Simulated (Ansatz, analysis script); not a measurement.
# Magnetovolume effects in a free-standing triangular Pt monolayer, spacing 2.603 Å, part 2 of 2

How do the moments of a free-standing triangular Pt monolayer, spacing 2.603 Å answer to compression and expansion?

Ansatz 0.2.0; PBE, PAW set soft_1.

So far. Step 5 (Factor 0.8, starting moments cut to 30 %): It ends non-magnetic, with 0 μB on the largest site. Step 6 (Factor 0.94, typed moments): It ends non-magnetic, with 0 μB on the largest site.

### 7. Factor 1.07, typed moments

Level of this step: Ansatz DFT, collinear, cell scaled along its periodic directions; PBE, PAW set soft_1; PAW set soft_1 (Ansatz).

Contents of input.yaml:

```yaml
crystal:
  lattice:
    - [2.69256414, 0.0, 0.0]
    - [-1.34628207, 2.33182881, 0.0]
    - [0.0, 0.0, 14.0]
  atoms:
    - { symbol: Pt, position: [0.0, 0.0, 0.5], spin: 0.6 }
magnetization:
  spin_polarized: true
kpoints:
  mp_grid: { grid: [26, 26, 1] }
hamiltonian:
  xc: pbe
  pseudopotentials: { kind: paw, azcp: { folder: soft_1 } }
scf:
  occupations: { method: fermi_dirac, width: 0.05 }
  max_iter: 120
  convergence: { dr2_threshold: 1.0e-08 }
  lower_state_search: "off"
basis:
  ecutwfc: 420.0
output:
  stress: true
```

On the command line:

```console
> ansatz run input.yaml --threads 1 --pin off --max-ram 2560MiB --backend cpu --events-out ev --progress --plain --runs-dir out
```

Numbers of over 12 decimals in the logs are rounded to 6 here.

What it wrote:

```text
[...]
Crystal: 1 atoms, lattice volume = 87.900 Å³
Basis set: ecut = 420 eV, 1733 PW (Γ)
Bands: 14, of which v1, the nominal top of the filled ones, is band 9 counted from 1 (8 counted from 0)
Symmetry: 24 space group operations
[...]
k-points: 70 of 676
[...]
Internal energy: -12523.794281 eV  (E = F + TS)
E sigma→0 (E₀):  -12523.800633 eV
Entropy (-TS):   -0.012704 eV (-12.704 meV/atom)
Fermi energy:    -1.570622 eV
[...]
--- Stress (GPa, compression-positive) ---
       -4.322309       0.000000       0.000000
       -0.000000      -4.322309       0.000000
        0.000000       0.000000      -0.000389
  P = ⅓ Tr σ = -2.8817 GPa (-28.817 kbar)
[key lines of the parts left out:]
SCF converged after 16 iterations
Magnetization: 0.0000 μB (9.0000 up, 9.0000 down)
Free energy (F): -12523.806985 eV
```

Run time: 28 s. Hardware: 1 thread of Intel Xeon at 2.50GHz (Skylake/Cascade Lake), shared host; peak memory 0.42 GiB.

It ends non-magnetic, with 0 μB on the largest site.

### 8. Factor 1.25, typed moments

Edit input.yaml of step 7 so:

```diff
@@ -2,4 +2,4 @@
   lattice:
-    - [2.69256414, 0.0, 0.0]
-    - [-1.34628207, 2.33182881, 0.0]
+    - [2.91024247, 0.0, 0.0]
+    - [-1.45512124, 2.52034377, 0.0]
     - [0.0, 0.0, 14.0]
```

What it wrote:

```text
[...]
Crystal: 1 atoms, lattice volume = 102.687 Å³
Basis set: ecut = 420 eV, 2015 PW (Γ)
Bands: 14, of which v1, the nominal top of the filled ones, is band 9 counted from 1 (8 counted from 0)
Symmetry: 24 space group operations
[...]
k-points: 70 of 676
[...]
Internal energy: -12523.146943 eV  (E = F + TS)
E sigma→0 (E₀):  -12523.158037 eV
Entropy (-TS):   -0.022187 eV (-22.187 meV/atom)
Fermi energy:    -2.297526 eV
[...]
--- Stress (GPa, compression-positive) ---
       -8.161721       0.000000       0.000000
        0.000000      -8.161721       0.000000
        0.000000       0.000000      -0.000242
  P = ⅓ Tr σ = -5.4412 GPa (-54.412 kbar)
[key lines of the parts left out:]
SCF converged after 17 iterations
Magnetization: 0.4173 μB (9.2087 up, 8.7913 down)
Free energy (F): -12523.169130 eV
```

It took 31 s on 1 thread; peak memory 0.45 GiB.

It ends ferromagnetic, with 0.405 μB on the largest site.

### 9. Factor 1.36, no spin

input.yaml, the sections that differ from step 8:

```yaml
crystal:
  lattice:
    - [3.03559356, 0.0, 0.0]
    - [-1.51779678, 2.62890099, 0.0]
    - [0.0, 0.0, 14.0]
  atoms:
    - { symbol: Pt, position: [0.0, 0.0, 0.5] }
scf:
  occupations: { method: fermi_dirac, width: 0.05 }
  max_iter: 120
  convergence: { dr2_threshold: 1.0e-08 }
# kpoints, hamiltonian, basis, output: as in step 8
# magnetization: removed
```

What it wrote:

```text
[...]
Crystal: 1 atoms, lattice volume = 111.724 Å³
Basis set: ecut = 420 eV, 2147 PW (Γ)
Bands: 13, of which v1, the nominal top of the filled ones, is band 9 counted from 1 (8 counted from 0)
Symmetry: 24 space group operations
[...]
k-points: 70 of 676
[...]
SCF iter   1: F=—  HF=-12523.031062 eV  |F-HF|=—  |Δ(HF+E_count)|=         —  Δρ=3.50e-2  dr2=1.36e0  ethr=3.10e-3  ⟨swp⟩=5.7  Hψ=4970  notcnv=0
[...]
SCF iter   9: F=-12522.692849 eV  HF=-12522.692849 eV  |F-HF|=4.26e-10  |Δ(HF+E_count)|=   8.07e-9  Δρ=1.41e-6  dr2=9.82e-10  ethr=3.31e-11  ⟨swp⟩=3.0  Hψ=3319  notcnv=0
SCF 1 converged in 9 iterations: F = -12522.692849 eV  dr2 = 9.82e-10
[...]
SCF converged after 9 iterations
Free energy (F): -12522.692849 eV
[...]
Internal energy: -12522.659342 eV  (E = F + TS)
E sigma→0 (E₀):  -12522.676096 eV
Entropy (-TS):   -0.033508 eV (-33.508 meV/atom)
Fermi energy:    -2.643226 eV
[...]
--- Stress (GPa, compression-positive) ---
       -8.327820      -0.000000       0.000000
       -0.000000      -8.327820       0.000000
        0.000000       0.000000      -0.000191
  P = ⅓ Tr σ = -5.5519 GPa (-55.519 kbar)
```

Elapsed: 12 s, on 1 thread; peak memory 0.4 GiB.

This is the reference without moments at this size.

18 more runs differ from these in the same keys alone and are tabled below.

### 10. All sizes

```
factor  E typed (meV/atom)  E small  E no spin  largest moment, typed (μB)  small   state, typed   state, small
   0.8              1581.3   1581.3     1581.3                        0.00   0.00   non-magnetic   non-magnetic
  0.87               547.5    547.5      547.5                        0.00   0.00   non-magnetic   non-magnetic
  0.94                99.9     99.9       99.9                        0.00   0.00   non-magnetic   non-magnetic
     1                 0.0      0.0        0.0                        0.00   0.00   non-magnetic   non-magnetic
  1.07                81.1     81.1       81.1                        0.00   0.00   non-magnetic   non-magnetic
  1.15               321.1    321.1      321.1                        0.00   0.00   non-magnetic   non-magnetic
  1.25               719.0    719.0      721.7                        0.40   0.40  ferromagnetic  ferromagnetic
  1.36              1184.6   1184.6     1195.3                        0.51   0.51  ferromagnetic  ferromagnetic
```

### 11. Results

* lowest run: factor 1, typed moments
* largest moment, typed start: 0 μB at 0.8 to 0.509 μB at 1.36
* gain by magnetism: 0.0 to 10.7 meV/atom

**Reading.** From a factor of 0.8 to 1.36 the largest moment goes from 0 to 0.509 μB. The moment is lost at factors of 1.15 or less among those run. Site moments are taken in spheres that grow with the cell. Both magnetic starts, which share one pattern of signs, end on one state at every size; other orders were not tried. The cell's shape and the atoms were not relaxed. The 24 scaled-cell runs took 8.7 min of wall time, added up.

[Logs and program files are shortened in this print: banners, set-up blocks, solver, clock and traceback lines can be left out without a mark of their own.]

[Logs are printed without paths, hosts, clocks, repeated set-up lines and the standing remarks that a program may print on its own settings, such as how far it seeks lower states.]

[Hosts, paths, dates, database ids (printed as entryN), source tags and the programs' standing remarks are cut or masked in the printed files.]

[Where the input sets lower_state_search to off, the program did not look for lower states, so one may exist.]
